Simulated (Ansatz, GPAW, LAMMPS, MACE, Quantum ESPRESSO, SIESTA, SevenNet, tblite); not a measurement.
# Rapidly quenched Si24Mg76 (at. %) (110 atoms) in SIESTA, part 2 of 2

Wanted: SIESTA inputs and outputs for rapidly quenched Si24Mg76 (at. %) (110 atoms), checked against a plane-wave reference.

Program: SIESTA 5.4.2; the method stands at each step. Banners, paths, timers and routine set-up lines are dropped from the logs unmarked, and long logs keep their key lines alone; longer cuts are marked. The potentials were converted by us to PSML.

So far. Step 3 (PBE, SZP, shift 0.01 Ry, mesh 500 Ry): Against the first run (38 %), the force difference from the reference is 39 %, at 0.85 times the CPU time, with 906 basis functions against 1094. Step 4 (PBE, DZP, shift 0.01 Ry, mesh 100 Ry): Against the first run (38 %), the force difference from the reference is 57 %, at 0.16 times the CPU time: the grid matters here.

### 5. PBE, TZP, shift 0.01 Ry, mesh 500 Ry

Method: Kohn-Sham DFT, PBE, PseudoDojo 0.4.1 norm-conserving pseudopotentials (converted to PSML), numerical atomic orbitals (TZP), diagonalisation.

Input file input.fdf:

```
SystemLabel cell
NumberOfAtoms 110
NumberOfSpecies 2
%block ChemicalSpeciesLabel
  1 14 Si
  2 12 Mg
%endblock ChemicalSpeciesLabel
LatticeConstant 1.0 Ang
%block LatticeVectors
  13.53281 0.00000 0.00000
  0.00000 13.53281 0.00000
  0.00000 0.00000 13.53281
%endblock LatticeVectors
PAO.BasisSize TZP
PAO.EnergyShift 0.01 Ry
XC.Functional GGA
XC.Authors PBE
MeshCutoff 500 Ry
%block kgrid_Monkhorst_Pack
  1 0 0 0.0
  0 1 0 0.0
  0 0 1 0.0
%endblock kgrid_Monkhorst_Pack
SolutionMethod diagon
OccupationFunction FD
ElectronicTemperature 580 K
SCF.Mixer.Method Pulay
SCF.Mixer.Weight 0.05
SCF.Mixer.History 8
SCF.Mix Hamiltonian
MaxSCFIterations 300
SCF.DM.Tolerance 1e-04
SCF.H.Tolerance 1.0e-3 eV
WriteForces T
Write.HirshfeldPop T
Write.VoronoiPop T
Write.DM F
Write.H F
XML.Write F
AtomicCoordinatesFormat Fractional
%block AtomicCoordinatesAndAtomicSpecies
[... 110 atom lines left out: the same atoms as in the first run ...]
%endblock AtomicCoordinatesAndAtomicSpecies
```

The run is started by

```
$ OMP_NUM_THREADS=1 mpirun -np 4 siesta < input.fdf > output.txt
```

Output:

```text
Version         : 5.4.2
reinit: System Name:
reinit: System Label: cell
initatom: Reading input for the pseudopotentials and atomic orbitals ----------
Species number:   1 Atomic number:   14 Label: Si
Species number:   2 Atomic number:   12 Label: Mg
Ground state valence configuration (from tables):   3s02  3p02  3d00  4f00
[... lines left out ...]
        iscf     Eharris(eV)        E_KS(eV)     FreeEng(eV)     dDmax    Ef(eV) dHmax(eV)
[... lines left out ...]
SCF Convergence by DM+H criterion
[... lines left out ...]
SCF cycle converged after 23 iterations
[... lines left out ...]
   Max    1.430542
[... lines left out ...]
   Max    1.430542    constrained
Stress tensor Voigt[x,y,z,yz,xz,xy] (kbar):        4.56        1.21       12.55       -4.82        4.49       -1.27
[... lines left out ...]
siesta: FreeEng =   -138658.587562
[... lines left out ...]
siesta:         Fermi =      -3.195364
[... lines left out ...]
siesta:          -0.00381299         -0.01240207  eV/Ang**3
siesta:          -6.10907643        -19.87031104  kBar
    Orbital volume contribution        =          96.103207 eV
    (Free)E + p_basis*V_orbitals       =     -138562.484355 eV
    (Free)Eharris+ p_basis*V_orbitals  =     -138562.484357 eV
Hirshfeld Atomic Populations:
Atom #   charge [q] valence [e]  Species
     1    -0.288185    4.288185  Si
     2    -0.308802    4.308802  Si
     3    -0.217759    4.217759  Si
[...]
27     0.098533    9.901467  Mg
    28     0.066898    9.933102  Mg
    29     0.110272    9.889728  Mg
[...]
--------------------
 Total    -0.000007
Voronoi Atomic Populations:
Atom #   charge [q] valence [e]  Species
[...]
25    -0.341776    4.341776  Si
    26    -0.274721    4.274721  Si
[...]
109     0.145099    9.854901  Mg
   110     0.124785    9.875215  Mg
--------------------
 Total    -0.000008
```

Wall time 3.2 min (4 MPI ranks of Arm Neoverse V2, shared host); peak memory 3.9 GiB; 13 min of CPU time.

Compared with the plane-wave run:

* r.m.s. force component: 0.4178 eV/Å
* r.m.s. difference of force components: 109.2 meV/Å
* longest difference of force vectors: 341.7 meV/Å
* force difference over r.m.s. force: 32.75 %
* slope of forces against the reference's: 1.232
* correlation of force components: 0.9828
* pressure: -0.6109 GPa
* pressure difference: 0.6374 GPa

This run lies far from the reference in forces at the same functional.

Against the first run (38 %), the force difference from the reference is 33 %, at 1.2 times the CPU time (on 4 against 2 cores), with 1282 basis functions against 1094: the larger basis brings the forces nearer.

### 6. The ladder

Differences are against the plane-wave reference, forces as r.m.s. over components; share is that over the reference's r.m.s. force, slope the least-squares factor from reference forces to these. Total energies of different programs have different zeros and aren't compared.

```csv
run,"Δ force, r.m.s. (meV/Å)",share (%),slope,Δ pressure (GPa),cores,CPU time,memory (GiB)
reference,-,-,-,-,4,3.1 min,3.6
"SIESTA PBE, DZP, shift 0.01 Ry, mesh 500 Ry",128,38.4,1.260,1.21,2,11 min,3.2
"SIESTA PBE, SZP, shift 0.01 Ry, mesh 500 Ry (coarse)",129,38.7,1.244,1.48,2,9 min,3
"SIESTA PBE, DZP, shift 0.01 Ry, mesh 100 Ry (coarse)",191,57.4,1.259,1.80,2,1.7 min,0.71
"SIESTA PBE, TZP, shift 0.01 Ry, mesh 500 Ry",109,32.8,1.232,0.637,4,13 min,3.9
```

Rows marked coarse were listed beforehand as settings not expected to be converged; some can still land near the reference.

CPU time is summed over cores on a shared host, where runs went side by side, so it is rough. Symmetry, cutoffs, thresholds, outputs and thread counts weren't matched or tuned between programs; memory under MPI is the largest rank's times the ranks.

Within one program, basis, potentials and functional, energies share a zero. Each run against its twin at the usual cutoff or grid and solver:

```
                                        run                             twin  Δ energy (meV/atom)  Δ force, r.m.s. (meV/Å)  CPU time over the twin's
SIESTA PBE, DZP, shift 0.01 Ry, mesh 100 Ry  DZP, shift 0.01 Ry, mesh 500 Ry                -53.7                      139                      0.16
```

### 7. What came out

* nearest in forces: SIESTA PBE, TZP, shift 0.01 Ry, mesh 500 Ry, 33 %
* its CPU time: 13 min

The PBE runs in local orbitals, coarse settings apart, differ by 33 % (SIESTA PBE, TZP, shift 0.01 Ry, mesh 500 Ry) to 38 % (SIESTA PBE, DZP, shift 0.01 Ry, mesh 500 Ry); basis, grid and potentials can all enter. Runs with settings chosen to be coarse differ by 39 % (SIESTA PBE, SZP, shift 0.01 Ry, mesh 500 Ry) to 57 % (SIESTA PBE, DZP, shift 0.01 Ry, mesh 100 Ry), their programs' other errors included. None of the electronic-structure runs in the table takes under half the reference's CPU time of 3.1 min; they take 0.53 to 4.2 times as much. SIESTA PBE, DZP, shift 0.01 Ry, mesh 500 Ry stiffens the forces by a factor of 1.26 while following their directions (correlation 0.976); the slopes of the 4 SIESTA runs lie between 1.23 and 1.26. In pressure, SIESTA PBE, DZP, shift 0.01 Ry, mesh 100 Ry misses by +1.8 GPa, at the same functional. The quench rate of 5 K/ps is many orders above laboratory rates, so the cell is likely richer in defects and strain than a real sample. The network of bonds at the start is that of the classical potential that made the cell, and needn't be the one that DFT or experiment would give. The electronic-structure runs sample only Γ, in a cell whose shortest periodic width is 14 Å, which is coarse for a cell with partly filled levels.

[Also dropped from logs without a mark: logging warnings of Python, and SIESTA's first energy breakdown and zero terms.]

[Logs are printed without paths, hosts, clocks, repeated set-up lines and the standing remarks that a program may print on its own settings, such as how far it seeks lower states.]

[Hosts, paths, dates, database ids (printed as entryN), source tags and the programs' standing remarks are cut or masked in the printed files.]
